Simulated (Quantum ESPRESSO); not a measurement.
# V3Sb2: parallel and opposed starts, part 2 of 2

Wanted: the moments of V3Sb2 and the energy of each order that was tried.

Quantum ESPRESSO 7.5; LDA; plane waves with GBRV 1.5 LDA potentials, no spin-orbit coupling.

So far: The structure; Start 1: ferro ++++++.

## Step 3: Run 2, typed as antiferro ++−−+−

The input, pw.in:

```
&CONTROL
  calculation = 'scf'
  prefix = 'pwscf'
  outdir = './tmp'
  pseudo_dir = './pseudo'
  disk_io = 'nowf'
/
&SYSTEM
  ibrav = 0
  nat = 10
  ntyp = 3
  ecutwfc = 40
  ecutrho = 280
  nbnd = 85
  occupations = 'smearing'
  smearing = 'fd'
  degauss = 0.00734986
  nspin = 2
  starting_magnetization(1) = 0.1154
  starting_magnetization(2) = -0.1154
  starting_magnetization(3) = 0
/
&ELECTRONS
  conv_thr = 2d-08
  electron_maxstep = 150
  mixing_beta = 0.3
/
ATOMIC_SPECIES
V1     50.9415 v_lda_v1.4.uspp.F.UPF
V2     50.9415 v_lda_v1.4.uspp.F.UPF
Sb    121.7600 sb_lda_v1.4.uspp.F.UPF
CELL_PARAMETERS angstrom
   2.7525426209    1.5891812232    6.7757537157
  -2.7525426209    1.5891812232    6.7757537157
   0.0000000000   -3.1783624463    6.7757537157
ATOMIC_POSITIONS crystal
V1      0.6028366100    0.1274830000    0.6028366100
V1      0.6028366100    0.6028366100    0.1274830000
V2      0.1274830000    0.6028366100    0.6028366100
V2      0.8725170000    0.3971633900    0.3971633900
V1      0.3971633900    0.8725170000    0.3971633900
V2      0.3971633900    0.3971633900    0.8725170000
Sb      0.1097455600    0.1097455600    0.1097455600
Sb      0.8902544400    0.8902544400    0.8902544400
Sb      0.3311160700    0.3311160700    0.3311160700
Sb      0.6688839300    0.6688839300    0.6688839300
K_POINTS automatic
6 6 6 0 0 0
```

On the command line:

```sh
OMP_NUM_THREADS=1 mpirun -n 4 pw.x -nk 4 -in pw.in > pw.out
```

The log of the run:

```text
[banner, memory and clock lines left out]
Program PWSCF v.7.5 starts

     bravais-lattice index     =            0
     lattice parameter (alat)  =      14.1430  a.u.
     unit-cell volume          =    1200.0876 (a.u.)^3
     number of atoms/cell      =           10
     number of atomic types    =            3
     number of electrons       =       138.00
     number of Kohn-Sham states=           85
     kinetic-energy cutoff     =      40.0000  Ry
     charge density cutoff     =     280.0000  Ry
     scf convergence threshold =      2.0E-08
     mixing beta               =       0.3000
     number of iterations used =            8  plain     mixing
     Exchange-correlation=  SLA  PZ   NOGX NOGC
                           (   1   1   0   0   0   0   0)

     celldm(1)=  14.143035  celldm(2)=   0.000000  celldm(3)=   0.000000
     celldm(4)=   0.000000  celldm(5)=   0.000000  celldm(6)=   0.000000

     crystal axes: (cart. coord. in units of alat)
               a(1) = (   0.367782   0.212339   0.905345 )
               a(2) = (  -0.367782   0.212339   0.905345 )
               a(3) = (   0.000000  -0.424678   0.905345 )

     reciprocal axes: (cart. coord. in units 2 pi/alat)
               b(1) = (  1.359502  0.784909  0.368184 )
               b(2) = ( -1.359502  0.784909  0.368184 )
               b(3) = ( -0.000000 -1.569817  0.368184 )

     PseudoPot. # 1 for V  read from file:
     v_lda_v1.4.uspp.F.UPF
     Pseudo is Ultrasoft + core correction, Zval = 13.0

     PseudoPot. # 2 for V  read from file:
     v_lda_v1.4.uspp.F.UPF
     Pseudo is Ultrasoft + core correction, Zval = 13.0

     PseudoPot. # 3 for Sb read from file:
     sb_lda_v1.4.uspp.F.UPF
     Pseudo is Ultrasoft + core correction, Zval = 15.0

     atomic species   valence    mass     pseudopotential
     V1               13.00    50.94150     V ( 1.00)
     V2               13.00    50.94150     V ( 1.00)
     Sb               15.00   121.76000     Sb( 1.00)

     Starting magnetic structure
     atomic species   magnetization
     V1              0.115
     V2             -0.115
     Sb              0.000

     No symmetry found

   Cartesian axes

     site n.     atom                  positions (alat units)
         1        V1     tau(   1) = (   0.1748264  -0.1009361   1.2069657  )
         2        V1     tau(   2) = (   0.0000000   0.2018722   1.2069657  )
         3        V2     tau(   3) = (  -0.1748264  -0.1009361   1.2069657  )
         4        V2     tau(   4) = (   0.1748264   0.1009361   1.5090679  )
         5        V1     tau(   5) = (  -0.1748264   0.1009361   1.5090679  )
         6        V2     tau(   6) = (  -0.0000000  -0.2018722   1.5090679  )
         7        Sb     tau(   7) = (  -0.0000000   0.0000000   0.2980726  )
         8        Sb     tau(   8) = (  -0.0000000   0.0000000   2.4179609  )
         9        Sb     tau(   9) = (   0.0000000   0.0000000   0.8993223  )
        10        Sb     tau(  10) = (   0.0000000   0.0000000   1.8167112  )

     number of k points=   112  Fermi-Dirac smearing, width (Ry)=  0.0073

     Number of k-points >= 100: set verbosity='high' to print them.

     Dense  grid:    95025 G-vectors     FFT dimensions: (  75,  75,  75)

     Smooth grid:    40935 G-vectors     FFT dimensions: (  60,  60,  60)

     Check: negative core charge=   -0.000004
     Generating pointlists ...
     new r_m :   0.1442 (alat units)  2.0399 (a.u.) for type    1
     new r_m :   0.1442 (alat units)  2.0399 (a.u.) for type    2
     new r_m :   0.1518 (alat units)  2.1466 (a.u.) for type    3

     Initial potential from superposition of free atoms

     starting charge     133.9938, renormalised to     138.0000

     negative rho (up, down):  1.089E-03 1.089E-03
     Starting wfcs are   96 randomized atomic wfcs

     Self-consistent Calculation

     iteration #  1     ecut=    40.00 Ry     beta= 0.30
     Davidson diagonalization with overlap
     ethr =  1.00E-02,  avg # of iterations =  3.1

     negative rho (up, down):  2.089E-03 2.089E-03

     total energy              =   -1608.05686136 Ry
     estimated scf accuracy    <       4.92064682 Ry

     total magnetization       =    -0.00 Bohr mag/cell
     absolute magnetization    =     3.74 Bohr mag/cell

     iteration #  2     ecut=    40.00 Ry     beta= 0.30
     Davidson diagonalization with overlap
     ethr =  3.57E-03,  avg # of iterations =  2.7

     negative rho (up, down):  1.977E-03 1.977E-03

     total energy              =   -1608.64514141 Ry
     estimated scf accuracy    <       1.75229129 Ry

     total magnetization       =    -0.00 Bohr mag/cell
     absolute magnetization    =     5.24 Bohr mag/cell

     [... further iterations left out ...]

     iteration # 30     ecut=    40.00 Ry     beta= 0.30
     Davidson diagonalization with overlap
     ethr =  2.79E-11,  avg # of iterations =  3.3

     negative rho (up, down):  1.849E-03 1.849E-03

     total energy              =   -1608.88289451 Ry
     estimated scf accuracy    <       0.00000003 Ry

     total magnetization       =     0.00 Bohr mag/cell
     absolute magnetization    =     0.00 Bohr mag/cell

     iteration # 31     ecut=    40.00 Ry     beta= 0.30
     Davidson diagonalization with overlap
     ethr =  2.44E-11,  avg # of iterations =  2.5

     negative rho (up, down):  1.849E-03 1.849E-03

     Magnetic moment per site  (integrated on atomic sphere of radius R)
     atom   1 (R=0.144)  charge= 11.3205  magn=  0.0004
     atom   2 (R=0.144)  charge= 11.3204  magn= -0.0001
     atom   3 (R=0.144)  charge= 11.3204  magn=  0.0002
     atom   4 (R=0.144)  charge= 11.3204  magn= -0.0004
     atom   5 (R=0.144)  charge= 11.3204  magn= -0.0002
     atom   6 (R=0.144)  charge= 11.3204  magn=  0.0002
     atom   7 (R=0.152)  charge= 12.5143  magn= -0.0000
     atom   8 (R=0.152)  charge= 12.5143  magn=  0.0000
     atom   9 (R=0.152)  charge= 12.4595  magn= -0.0000
     atom  10 (R=0.152)  charge= 12.4595  magn=  0.0000

     End of self-consistent calculation

     Number of k-points >= 100: set verbosity='high' to print the bands.

     the Fermi energy is    14.7119 ev

!    total energy              =   -1608.88289451 Ry
     estimated scf accuracy    <          8.8E-09 Ry
     smearing contrib. (-TS)   =      -0.02096841 Ry
     internal energy E=F+TS    =   -1608.86192610 Ry

     The total energy is F=E-TS. E is the sum of the following terms:
     one-electron contribution =    -657.35381177 Ry
     hartree contribution      =     403.35651250 Ry
     xc contribution           =    -290.74368061 Ry
     ewald contribution        =   -1064.12094622 Ry

     total magnetization       =     0.00 Bohr mag/cell
     absolute magnetization    =     0.00 Bohr mag/cell

     convergence has been achieved in  31 iterations
```

Wall time 20 min (4 MPI ranks of Intel Xeon 6975P-C (Granite Rapids), shared host); peak memory 2.4 GiB.

Spin moment in the atom's sphere by atom:

| atom | spin moment in the atom's sphere (μB) |
| --- | --- |
| V1 | 0.0004 |
| V2 | -0.0001 |
| V3 | 0.0002 |
| V4 | -0.0004 |
| V5 | -0.0002 |
| V6 | 0.0002 |
| Sb7 | 0.0000 |
| Sb8 | 0.0000 |
| Sb9 | 0.0000 |
| Sb10 | 0.0000 |

This step gave:

| Property | Result |
| --- | --- |
| smearing term TS | 0.2853 eV |
| magnetization | 0 μB |
| absolute magnetization | 0 μB |
| final state | non-magnetic |

## Step 4: Start 3: antiferro +++−−−

pw.in, as its differences from that of step 3:

```diff
@@ -38,5 +38,5 @@
 V1      0.6028366100    0.6028366100    0.1274830000
-V2      0.1274830000    0.6028366100    0.6028366100
+V1      0.1274830000    0.6028366100    0.6028366100
 V2      0.8725170000    0.3971633900    0.3971633900
-V1      0.3971633900    0.8725170000    0.3971633900
+V2      0.3971633900    0.8725170000    0.3971633900
 V2      0.3971633900    0.3971633900    0.8725170000
```

The log of the run:

```text
     [... lines left out ...]
Program PWSCF v.7.5 starts
     [... lines left out ...]
     number of atoms/cell      =           10
     [... lines left out ...]
     number of electrons       =       138.00
     number of Kohn-Sham states=           85
     kinetic-energy cutoff     =      40.0000  Ry
     charge density cutoff     =     280.0000  Ry
     scf convergence threshold =      2.0E-08
     [... lines left out ...]
      6 Sym. Ops. (no inversion) found
     [... lines left out ...]
     number of k points=    32  Fermi-Dirac smearing, width (Ry)=  0.0073
     [... lines left out ...]
     iteration # 16     ecut=    40.00 Ry     beta= 0.30
     [... lines left out ...]
     Magnetic moment per site  (integrated on atomic sphere of radius R)
     atom   1 (R=0.144)  charge= 11.3204  magn= -0.0002
     atom   2 (R=0.144)  charge= 11.3204  magn= -0.0002
     atom   3 (R=0.144)  charge= 11.3204  magn= -0.0002
     atom   4 (R=0.144)  charge= 11.3204  magn= -0.0003
     atom   5 (R=0.144)  charge= 11.3204  magn= -0.0003
     atom   6 (R=0.144)  charge= 11.3204  magn= -0.0003
     atom   7 (R=0.152)  charge= 12.5143  magn=  0.0000
     atom   8 (R=0.152)  charge= 12.5143  magn=  0.0000
     atom   9 (R=0.152)  charge= 12.4595  magn=  0.0000
     atom  10 (R=0.152)  charge= 12.4595  magn=  0.0000
     [... lines left out ...]
     the Fermi energy is    14.7118 ev
!    total energy              =   -1608.88289451 Ry
     estimated scf accuracy    <       0.00000002 Ry
     smearing contrib. (-TS)   =      -0.02096856 Ry
     [... lines left out ...]
     total magnetization       =    -0.00 Bohr mag/cell
     absolute magnetization    =     0.00 Bohr mag/cell
     convergence has been achieved in  16 iterations
```

It took 3.3 min on 4 MPI ranks; peak memory 1.4 GiB; 13 min of CPU time.

Spin moment in the atom's sphere by atom:

```
atom  spin moment in the atom's sphere (μB)
  V1                                -0.0002
  V2                                -0.0002
  V3                                -0.0002
  V4                                -0.0003
  V5                                -0.0003
  V6                                -0.0003
 Sb7                                 0.0000
 Sb8                                 0.0000
 Sb9                                 0.0000
Sb10                                 0.0000
```

Numbers from this step:

| Item | Value |
| --- | --- |
| smearing term TS | 0.2853 eV |
| magnetization | 0 μB |
| absolute magnetization | 0 μB |
| final state | non-magnetic |

## Step 5: The states side by side

An order is kept where moments of 0.15 μB or more survive with the typed signs; meshes match where a doubled cell samples the same k points as the first cell.

Orders:

```
           start   final state  typed order kept  energy over the lowest (meV a seeded atom)  largest site moment (μB)  net moment (μB a cell of the first run)  mesh matched  CPU time (s)
    ferro ++++++  non-magnetic                no                                           0                         0                                        0           yes         700.4
antiferro ++--+-  non-magnetic                no                                           0                         0                                        0           yes          4910
antiferro +++---  non-magnetic                no                                           0                         0                                  0.00152           yes         793.5
```

## Step 6: Results

| Property | Result |
| --- | --- |
| lowest state found | non-magnetic (from ferro ++++++, antiferro ++--+- and antiferro +++---) |
| largest site moment | 0 μB |

The lowest state carries no moment, and no start kept one. This is the lowest of 3 collinear or spinless starts, no proof of the ground state. Energies are free energies at an electronic temperature of 1160 K, which lowers moments and differences where the moments are itinerant.

[Logs and program files are shortened in this print: banners, set-up blocks, solver, clock and traceback lines can be left out without a mark of their own.]

[Logs are printed without paths, hosts, clocks, repeated set-up lines and the standing remarks that a program may print on its own settings, such as how far it seeks lower states.]

[Hosts, paths, dates, database ids (printed as entryN), source tags and the programs' standing remarks are cut or masked in the printed files.]

[Where a cell is said to come from a database of computed structures, the database is the Materials Project.]
